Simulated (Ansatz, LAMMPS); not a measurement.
**Glassy 63SiO2-16Na2O-21K2O (mol %) (114 atoms): support functions against a reference**

Wanted: errors and times of a linear-scaling basis for glassy 63SiO2-16Na2O-21K2O (mol %) (114 atoms). A setting counts as converged where the r.m.s. difference of forces stays under 1 % of the r.m.s. force.

Program: Ansatz 0.2.0. Level of theory: Kohn-Sham DFT, PBE, PAW (set soft_2), plane waves. Values are calculated unless marked as measured.

### Step 1. Set-up

The cell holds 114 atoms: 24 Si, 12 Na, 16 K and 62 O. Its edges and angles: a = 11.776 Å, b = 11.776 Å, c = 11.776 Å, α = 90.0°, β = 90.0°, γ = 90.0°. 114 atoms (24 Si, 12 Na, 16 K, 62 O) placed at random at 2.46 g/cm³, melted at 4000 K for 10 ps at fixed volume with the Morse and Coulomb pair potential with partial charges (Pedone, Malavasi, Menziani, Cormack and Segre, J. Phys. Chem. B 110, 11780 (2006)). Quenched from 4000 K to 300 K at 10 K/ps and fixed volume, held 10 ps at zero pressure.

What the set-up can't give: The quench rate of 10 K/ps is many orders above laboratory rates, so the cell is likely richer in defects and strain than a real sample. The starting topology of bonds comes from the classical model, and needn't be the one that DFT or experiment would give. Sampling is at Γ alone, for a cell whose shortest periodic width is 12 Å.

### Step 2. The classical run that made the cell

A classical potential supplies the starting structure, since it reaches far longer times than DFT.

This step: classical MD, Morse and Coulomb pair potential with partial charges (Pedone, Malavasi, Menziani, Cormack and Segre, J. Phys. Chem. B 110, 11780 (2006)) (LAMMPS 22 Jul 2025 - Update 4).

Input file in.lmp:

```
# melt-quench of Si24Na12K16O62
units metal
atom_style charge
boundary p p p
region box block 0 12.0084 0 12.0084 0 12.0084
create_box 4 box
mass 1 28.0850   # Si
mass 2 22.9898   # Na
mass 3 39.0983   # K
mass 4 15.9990   # O
create_atoms 1 random 24 254150 NULL overlap 1.5 maxtry 2000
create_atoms 2 random 12 254157 NULL overlap 1.5 maxtry 2000
create_atoms 3 random 16 254164 NULL overlap 1.5 maxtry 2000
create_atoms 4 random 62 254171 NULL overlap 1.5 maxtry 2000
pair_style hybrid/overlay pedone 5.5 coul/long 8.0
pair_coeff * * coul/long
pair_coeff 1 4 pedone 0.340554 2.006700 2.100000 1   # Si-O
pair_coeff 2 4 pedone 0.023363 1.763867 3.006315 5   # Na-O
pair_coeff 3 4 pedone 0.011612 2.062605 3.305308 5   # K-O
pair_coeff 4 4 pedone 0.042395 1.379316 3.618701 22   # O-O
set type 1 charge 2.4
set type 2 charge 0.6
set type 3 charge 0.6
set type 4 charge -1.2
kspace_style pppm 1.0e-4
neigh_modify delay 0 every 1 check yes
thermo_style custom step time temp pe press density
thermo_modify norm yes
timestep 0.002
thermo 100
min_style cg
minimize 1e-4 1e-4 200 2000
reset_timestep 0
velocity all create 4000 254151 mom yes dist gaussian
# [... 11 lines left out ...]
fix md all nvt temp 4000 300 0.2
run 185000 post no
unfix md
thermo 1666
fix md all npt temp 300 300 0.2 iso 0 0 2
run 5000 post no
unfix md
write_dump all custom glass.dump id type xs ys zs modify sort id
```

Started as:

```sh
> lmp -in in.lmp -log none -nocite
```

The program printed:

```text
LAMMPS (22 Jul 2025 - Update 4)
Created orthogonal box = (0 0 0) to (12.0084 12.0084 12.0084)
Created 24 atoms
Created 12 atoms
Created 16 atoms
Created 62 atoms
PPPM initialization ...
  G vector (1/distance) = 0.37329855
  grid = 12 12 12
  estimated relative force accuracy = 7.1281532e-05
   Step          Time           Temp          PotEng         Press         Density
         0   0              0             -3.957727       404133.57      2.4620222
        90   0.18           0             -12.317813      4426.3485      2.4620222
Loop time of 0.0549536 s on 1 MPI rank(s) for 90 steps with 114 atoms
Minimization stats:
  Stopping criterion = energy tolerance
  Energy initial, next-to-last, final =
     -3.95772697607001  -12.3166754887125   -12.317813218602
  Force two-norm initial, final = 270.8711 3.1426765
  Iterations, force evaluations = 90 117
   Step          Time           Temp          PotEng         Press         Density
[... 7 lines left out ...]
      2499   4.998          3876.8063     -11.938963      38288.958      2.4620222
      3332   6.664          4122.7586     -11.890429      51552.91       2.4620222
      4165   8.33           4505.8336     -11.970461      64235.054      2.4620222
      4998   9.996          4325.5932     -11.911316      21526.8        2.4620222
      5831   11.662         3781.4143     -11.803748      88379.155      2.4620222
[... 1 line left out ...]
Loop time of 1.98825 s on 1 MPI rank(s) for 5000 steps with 114 atoms
   Step          Time           Temp          PotEng         Press         Density
[... 12 lines left out ...]
Loop time of 70.7585 s on 1 MPI rank(s) for 185000 steps with 114 atoms
   Step          Time           Temp          PotEng         Press         Density
[... 1 line left out ...]
    191590   383.18         280.07217     -12.497973     -4240.5825      2.6260288
    193256   386.512        317.58718     -12.494868     -9138.1769      2.5456258
    194922   389.844        337.15169     -12.496271      4069.2225      2.5740917
    196000   392            344.2302      -12.49827       1833.3919      2.6107434
Loop time of 2.47101 s on 1 MPI rank(s) for 5000 steps with 114 atoms
```

The job ended after 76 s (1 thread of Arm Neoverse V2, shared host; peak memory 0.07 GiB).

### Step 3. Plane-wave single point

The first run fixes the reference, at a cutoff of 420 eV.

Input file input.yaml:

```yaml
crystal:
  lattice:
    - [11.77591, 0.0, 0.0]
    - [0.0, 11.77591, 0.0]
    - [0.0, 0.0, 11.77591]
  atoms:
    - { symbol: Si, position: [0.01356, 0.4788, 0.82628] }
    - { symbol: Si, position: [0.46603, 0.53226, 0.19629] }
    - { symbol: Si, position: [0.06229, 0.45726, 0.57109] }
    - { symbol: Si, position: [0.44582, 0.50217, 0.75653] }
    - { symbol: Si, position: [0.6039, 0.13578, 0.78829] }
    - { symbol: Si, position: [0.6068, 0.10844, 0.20347] }
    - { symbol: Si, position: [0.47116, 0.70104, 0.39779] }
    - { symbol: Si, position: [0.31045, 0.02422, 0.49389] }
    - { symbol: Si, position: [0.00504, 0.8813, 0.34948] }
    - { symbol: Si, position: [0.41546, 0.28132, 0.30045] }
    - { symbol: Si, position: [0.93387, 0.04684, 0.03085] }
    - { symbol: Si, position: [0.27916, 0.59858, 0.55046] }
    - { symbol: Si, position: [0.92669, 0.64595, 0.23168] }
    - { symbol: Si, position: [0.7432, 0.04574, 0.58119] }
    - { symbol: Si, position: [0.693, 0.79915, 0.46552] }
    - { symbol: Si, position: [0.95001, 0.26778, 0.18506] }
    - { symbol: Si, position: [0.35286, 0.06859, 0.74438] }
    - { symbol: Si, position: [0.82808, 0.09398, 0.34358] }
    - { symbol: Si, position: [0.42513, 0.93374, 0.26981] }
    - { symbol: Si, position: [0.1477, 0.83142, 0.58175] }
    - { symbol: Si, position: [0.84262, 0.58059, 0.47208] }
    - { symbol: Si, position: [0.70292, 0.93178, 0.93549] }
    - { symbol: Si, position: [0.17422, 0.94778, 0.14991] }
    - { symbol: Si, position: [0.21468, 0.20812, 0.1468] }
    - { symbol: Na, position: [0.84512, 0.31424, 0.49126] }
    - { symbol: Na, position: [0.50872, 0.23993, 0.57295] }
    - { symbol: Na, position: [0.1234, 0.20185, 0.89748] }
    - { symbol: Na, position: [0.15391, 0.9658, 0.86025] }
    - { symbol: Na, position: [0.9596, 0.51288, 0.04726] }
    - { symbol: Na, position: [0.79504, 0.85595, 0.17499] }
    - { symbol: Na, position: [0.93218, 0.9293, 0.75978] }
    - { symbol: Na, position: [0.31887, 0.30358, 0.85549] }
    - { symbol: Na, position: [0.71679, 0.43643, 0.72883] }
    - { symbol: Na, position: [0.09041, 0.23466, 0.39529] }
    - { symbol: Na, position: [0.6385, 0.71544, 0.15736] }
    - { symbol: Na, position: [0.21498, 0.69383, 0.13975] }
    - { symbol: K, position: [0.89025, 0.21441, 0.80985] }
    - { symbol: K, position: [0.45684, 0.70379, 0.9755] }
    - { symbol: K, position: [0.42468, 0.00339, 0.98899] }
    - { symbol: K, position: [0.47312, 0.33132, 0.97878] }
    - { symbol: K, position: [0.53797, 0.48839, 0.52057] }
    - { symbol: K, position: [0.05329, 0.11844, 0.62012] }
    - { symbol: K, position: [0.69183, 0.42824, 0.27815] }
    - { symbol: K, position: [0.96804, 0.78649, 0.98729] }
    - { symbol: K, position: [0.26488, 0.30128, 0.59864] }
    - { symbol: K, position: [0.75812, 0.34148, 0.98394] }
    - { symbol: K, position: [0.19456, 0.46066, 0.30007] }
    - { symbol: K, position: [0.54372, 0.81576, 0.73514] }
    - { symbol: K, position: [0.90026, 0.71699, 0.71433] }
    - { symbol: K, position: [0.71831, 0.62522, 0.92542] }
    - { symbol: K, position: [0.20005, 0.49888, 0.03649] }
    - { symbol: K, position: [0.22277, 0.73191, 0.84559] }
    - { symbol: O, position: [0.57323, 0.73525, 0.48541] }
    - { symbol: O, position: [0.09002, 0.2701, 0.18937] }
    - { symbol: O, position: [0.05357, 0.85079, 0.48895] }
    - { symbol: O, position: [0.05568, 0.59609, 0.87734] }
    - { symbol: O, position: [0.73132, 0.0845, 0.25029] }
    - { symbol: O, position: [0.1939, 0.7017, 0.58301] }
    - { symbol: O, position: [0.64468, 0.10362, 0.65528] }
    - { symbol: O, position: [0.18874, 0.49668, 0.51568] }
    - { symbol: O, position: [0.77466, 0.12005, 0.46525] }
    - { symbol: O, position: [0.92773, 0.17495, 0.08899] }
    - { symbol: O, position: [0.4589, 0.37543, 0.71136] }
    - { symbol: O, position: [0.34962, 0.94502, 0.79142] }
    - { symbol: O, position: [0.97584, 0.96272, 0.1255] }
    - { symbol: O, position: [0.26219, 0.25606, 0.02984] }
    - { symbol: O, position: [0.51505, 0.6041, 0.31018] }
    - { symbol: O, position: [0.76595, 0.47621, 0.50974] }
    - { symbol: O, position: [0.87792, 0.4915, 0.80605] }
    - { symbol: O, position: [0.1792, 0.08291, 0.13516] }
    - { symbol: O, position: [0.02893, 0.34086, 0.5194] }
    - { symbol: O, position: [0.30416, 0.2299, 0.24511] }
    - { symbol: O, position: [0.70611, 0.81171, 0.33514] }
    - { symbol: O, position: [0.84969, 0.66975, 0.12844] }
    - { symbol: O, position: [0.44207, 0.39604, 0.23066] }
    - { symbol: O, position: [0.38902, 0.006, 0.3838] }
    - { symbol: O, position: [0.04796, 0.59434, 0.18824] }
    - { symbol: O, position: [0.80325, 0.00263, 0.99681] }
    [... 30 atom lines left out ...]
    - { symbol: O, position: [0.53406, 0.99087, 0.21038] }
    - { symbol: O, position: [0.60892, 0.16754, 0.08487] }
    - { symbol: O, position: [0.32119, 0.93151, 0.18319] }
    - { symbol: O, position: [0.90133, 0.97599, 0.3577] }
    - { symbol: O, position: [0.00286, 0.05379, 0.91826] }
    - { symbol: O, position: [0.16878, 0.86657, 0.0456] }
kpoints:
  mp_grid: { grid: [1, 1, 1] }
hamiltonian:
  xc: pbe
scf:
  occupations: { method: fixed }
output:
  forces: true
  stress: true
  populations: intrinsic
  dos:
    method: { smearing: { sigma: 0.15 } }
    de: 0.1
    projected: { site_lists: { K: [K], Na: [Na], O: [O], Si: [Si] } }
  eigenvalues: true
  write_density: true
  write_potential: true
  volumetric_format: npy
  elf: true
```

Started as:

```sh
> ansatz run input.yaml --threads 8 --pin off --max-ram 15872MiB --backend cpu --events-out ev --progress --plain --runs-dir out
```

The program printed:

```text
Engine: ansatz 0.2.0, aarch64-unknown-linux-gnu
Pseudopotentials: kind: paw
Pseudopotential: Si, paw, valence charge 4, recommended cutoff 420 eV (normal), Si.paw.azcp
Pseudopotential: Na, paw, valence charge 9, recommended cutoff 420 eV (normal), Na.paw.azcp
Pseudopotential: K, paw, valence charge 9, recommended cutoff 420 eV (normal), K.paw.azcp
Pseudopotential: O, paw, valence charge 6, recommended cutoff 420 eV (normal), O.paw.azcp
[... 5 lines on functional and potentials left out ...]
Crystal: 114 atoms, lattice volume = 1632.990 Å³
Basis set: ecut = 420 eV, 31919 PW (Γ), exchange–correlation on 160×160×160 points (8 copies of the dense FFT grid, shifted against one another)
Bands: 474, of which v1, the nominal top of the filled ones, is band 360 counted from 1 (359 counted from 0)
Symmetry: 1 space group operations
Space group: P1 (ITA 1), of the structure as read, at distance tolerance 1.2e-4 Å
k-points: 1
[... 9 lines on functional and potentials left out ...]
Initial density: superposition of atomic densities (neutral atoms: chi_scale 0, normalization atom), corrected by the library's trained network
Initial wavefunctions: pseudopotential atomic-orbital guess
Functional: x = pbe(κ = 0.804, μ = 0.219515), c = pbe(β = 0.066725)
SCF iter   1: F=—  HF=-92989.706742 eV  |F-HF|=—  |Δ(HF+E_count)|=         —  Δρ=1.94e-3  dr2=1.12e-1  ethr=1.77e-3  ⟨swp⟩=4.0  Hψ=1737  notcnv=0  defer=110
preconditioner: auto → Resta (q_TF=auto, 2.380 Å⁻¹)  ε∞=2.9  [insulator: Δε(μ)=3.055 eV  Ē_g=17.119 eV  n_scr=364 (ndim 8)  ℏωp=23.7 eV  f_vac=0.115  ε∞_Penn≈2.9]
SCF iter   2: F=—  HF=-92989.685700 eV  |F-HF|=—  |Δ(HF+E_count)|=   2.10e-2  Δρ=1.05e-3  dr2=2.94e-2  ethr=1.56e-5  ⟨swp⟩=2.0  Hψ=855  notcnv=0  defer=112
SCF iter   3: F=—  HF=-92989.684997 eV  |F-HF|=—  |Δ(HF+E_count)|=   7.03e-4  Δρ=5.99e-4  dr2=7.78e-3  ethr=4.09e-6  ⟨swp⟩=2.0  Hψ=643  notcnv=0  defer=112
SCF iter   4: F=—  HF=-92989.683866 eV  |F-HF|=—  |Δ(HF+E_count)|=   1.13e-3  Δρ=1.80e-4  dr2=6.72e-4  ethr=1.08e-6  ⟨swp⟩=2.0  Hψ=624  notcnv=0  defer=112
SCF iter   5: F=—  HF=-92989.683958 eV  |F-HF|=—  |Δ(HF+E_count)|=   9.21e-5  Δρ=1.31e-4  dr2=2.29e-4  ethr=9.33e-8  ⟨swp⟩=2.0  Hψ=702  notcnv=0  defer=112
SCF iter   6: F=—  HF=-92989.683998 eV  |F-HF|=—  |Δ(HF+E_count)|=   4.04e-5  Δρ=3.22e-5  dr2=1.63e-5  ethr=3.18e-8  ⟨swp⟩=2.0  Hψ=656  notcnv=0  defer=106
SCF iter   7: F=—  HF=-92989.683586 eV  |F-HF|=—  |Δ(HF+E_count)|=   4.13e-4  Δρ=1.29e-5  dr2=2.57e-6  ethr=2.26e-9  ⟨swp⟩=2.0  Hψ=834  notcnv=0  defer=106
SCF iter   8: F=—  HF=-92989.683588 eV  |F-HF|=—  |Δ(HF+E_count)|=   2.27e-6  Δρ=6.77e-6  dr2=6.43e-7  ethr=3.56e-10  ⟨swp⟩=2.0  Hψ=693  notcnv=0  defer=106
SCF iter   9: F=-92989.683588 eV  HF=-92989.683588 eV  |F-HF|=2.11e-8  |Δ(HF+E_count)|=   3.12e-7  Δρ=2.37e-6  dr2=8.77e-8  ethr=1.39e-11  ⟨swp⟩=21.0  Hψ=4447  notcnv=0
SCF 1 converged in 9 iterations: F = -92989.683588 eV  dr2 = 8.77e-8
  greatest PAW one-centre occupation: 1.000 electrons in one spin orbital (limit 2), on the Na atom at site 31 (counted from 0), in its partial waves of l = 1
SCF converged after 9 iterations
Free energy (F): -92989.683588 eV
Harris-Foulkes:  -92989.683588 eV  (|F-HF|=2.11e-8)
Internal energy: -92989.683588 eV  (E = F + TS)
E sigma→0 (E₀):  -92989.683588 eV
Fermi energy:    4.728532 eV
--- Per-component energies (eV) ---
  E_band       = -5262.477215
  E_kinetic    = 17720.784162
  E_local      = -53251.488846  (includes V_loc(G=0)·N_el)
  E_nonlocal   = 5160.979120
  E_hartree    = 19352.397440
  E_xc         = -8624.109986
  E_vxc        = -10323.701529  (∫ρ·V_xc dr)
  E_paw        = -37829.415960  (= ΣΔE_a)
  E_vpaw       = -3273.988241  (= ΣTr[D̂ρ^β])
  E_aug_tail   = 0.157291  (compensation charges beyond the density's cutoff)
  E_ewald      = -35518.986810
  E_smearing   = -0.000000  (= −TS)
  E_closure    = 0.000000  (closes the sum)
  Σ components = -92989.683588   (vs F -92989.683588, Δ=0.00e0)
--- Forces (eV/Å), atoms counted from 1 ---
  atom   1  Si    -1.17333187    -0.14653096    -0.88094697
  atom   2  Si    -0.21839932    -1.23309093     1.67553498
  atom   3  Si    -1.37353975     2.55083851    -2.71539285
  atom   4  Si    -2.26656451    -0.61061433     0.97153157
  atom   5  Si     2.30318905    -1.58371460    -0.53166117
  atom   6  Si    -2.56438585     1.82211038    -0.66242605
  atom   7  Si     1.96387258     1.93379749    -1.84039682
  atom   8  Si    -1.96837858    -1.75939533    -0.03773606
  atom   9  Si     1.54890150    -1.01010515     0.91951985
  atom  10  Si     3.57240987    -0.90705771     1.23880946
  atom  11  Si    -1.94290416     0.09700344     1.89389147
  atom  12  Si    -1.24467501     0.48614757     3.41088556
  atom  13  Si     2.69787453    -0.10530085     1.70736570
  atom  14  Si    -2.57594034    -2.10728404    -2.15619408
[...]
atom 113  O      1.26194848     0.25356404    -2.83104330
  atom 114  O      0.40042380    -1.64622955    -2.03502689
  max |Σ_I F_I| component: 4.47e-5 eV/Å
--- Stress (GPa, compression-positive) ---
        6.326972       0.243828       1.220873
        0.243826       6.014973      -0.043163
        1.220875      -0.043164       8.018782
  P = ⅓ Tr σ = 6.7869 GPa (67.869 kbar)
--- Band table (eV) ---
  k-point 0: bands = ["-46.5500", "-46.3733", "-46.1973", "-46.1722", [... 458 levels ...], "13.5679", "13.6053", "13.6480", "13.6690", "13.6851", "13.7133", "13.7425", "13.7882", "13.8077", "13.8585", "13.8648", "13.8847"]
--- intrinsic populations: 114 sites ---
  site symbol       q [e]
     0     Si      2.4758
     1     Si      2.4289
     2     Si      2.3383
[...]
113      O      7.1026
  spilling = -0.000000 (of n_electrons = 720.000000)
```

It took 17 s on 8 threads of Arm Neoverse V2, shared host; peak memory 2.4 GiB; 2.1 min of CPU time.

Numbers from this run:

```
free energy                                      : -92989.6836 eV
free energy per atom                             : -815.6990 eV/atom
SCF cycles                                       : 9
pressure                                         : 6.787 GPa
r.m.s. force component                           : 1.336 eV/Å
longest force                                    : 5.291 eV/Å
Fermi energy                                     : 4.729 eV
gap (highest filled to lowest empty level) : 2.996 eV
```

The r.m.s. force component of 1.3 eV/Å sets the scale for the differences below.

### Step 4. Support functions low

With localised support functions most steps grow linearly with size, though the diagonalisation grows faster unless the density matrix is cut; this run measures error and cost at this size.

This step: Kohn-Sham DFT, PBE, PAW (set soft_2), localised support functions (low) (Ansatz 0.2.0).

input.yaml, the sections that differ from step 3:

```yaml
scf:
  occupations: { method: fixed }
  eigensolver: { kind: { support_functions: { accuracy: low } } }
  max_iter: 150
output:
  forces: true
  eigenvalues: true
# crystal, kpoints, hamiltonian: as in step 3
```

The program printed:

```text
Warning: scf.eigensolver.kind.support_functions: disabling space-group detection — the functions' gradient is summed over unrotated k-points, so no spatial operation reduces the k-mesh or symmetrises the density; time reversal is kept, so that k and −k are solved as one point where they differ and the mesh holds both, and exact exchange and, on two spinor components, a DFT+U term hold to it where the run has them: [...]
settings of this run that can trade accuracy for cost: scf.eigensolver.kind.support_functions; scf.eigensolver.kind.support_functions.accuracy: low [...]
[...]
Crystal: 114 atoms, lattice volume = 1632.990 Å³
Basis set: ecut = 420 eV, 31919 PW (Γ), exchange–correlation on 180×180×180 points (8 copies of the dense FFT grid, shifted against one another)
Bands: 432, of which v1, the nominal top of the filled ones, is band 360 counted from 1 (359 counted from 0)
Symmetry: 1 space group operations
k-points: 1
[...]
SCF iter   1: F=—  HF=-92982.503775 eV  |F-HF|=—  |Δ(HF+E_count)|=         —  Δρ=8.67e-2  dr2=1.54e2  ethr=1.00e-1
[...]
SCF iter  12: F=—  HF=-92990.128289 eV  |F-HF|=—  |Δ(HF+E_count)|=   2.26e-3  Δρ=4.56e-5  dr2=4.41e-5  ethr=1.73e-8  κ⁻¹=5.3e-5(r=7)
SCF iter  13: F=-92990.130103 eV  HF=-92990.130104 eV  |F-HF|=8.34e-7  |Δ(HF+E_count)|=   1.81e-3  Δρ=1.60e-5  dr2=9.04e-6  ethr=6.13e-9
SCF 1 converged in 13 iterations: F = -92990.153729 eV  dr2 = 9.04e-6
[...]
SCF converged after 13 iterations
Stability not checked: this state was not tested for a lower state beside it, because the mixer in use, unlike msr1, does not test its closes by its own steps (another_mixer; see scf.mixing.algorithm and scf.lower_state_search)
Free energy (F): -92990.153729 eV
[...]
Internal energy: -92990.153729 eV  (E = F + TS)
E sigma→0 (E₀):  -92990.153729 eV
Fermi energy:    4.728468 eV
[...]
Σ components = -92990.153729   (vs F -92990.153729, Δ=0.00e0)
--- Forces (eV/Å), atoms counted from 1 ---
  atom   1  Si    -1.17303031    -0.14639258    -0.88040891
  atom   2  Si    -0.21879195    -1.23343991     1.67567457
  atom   3  Si    -1.37390062     2.55116394    -2.71635656
  atom   4  Si    -2.26753711    -0.61147650     0.97139821
[...]
atom 114  O      0.39973112    -1.64627297    -2.03571535
  max |Σ_I F_I| component: 2.84e-3 eV/Å
--- Band table (eV) ---
[...]
```

The job ended after 78 s (8 threads; peak memory 5.2 GiB; 10 min of CPU time).

The program notes that the band table was not solved further than the SCF left it and it switched symmetry off.

Keys that differ from the reference: support_functions.accuracy = "low" and scf.max_iter = 150.

Forces differ from the reference by 0.54 meV/Å r.m.s., 0.040 % of their size, well within a tolerance of 1 %; the energy by -4.1 meV/atom. It took roughly 4.6 times the reference's time (one timing each, with unlike analyses asked), in 13 cycles against 9.

[end of part 1 of 3]

[Long decimals in the printed logs are rounded to 6 places.]

[Logs are printed without paths, hosts, clocks, repeated set-up lines and the standing remarks that a program may print on its own settings, such as how far it seeks lower states.]

[Hosts, paths, dates, database ids (printed as entryN), source tags and the programs' standing remarks are cut or masked in the printed files.]
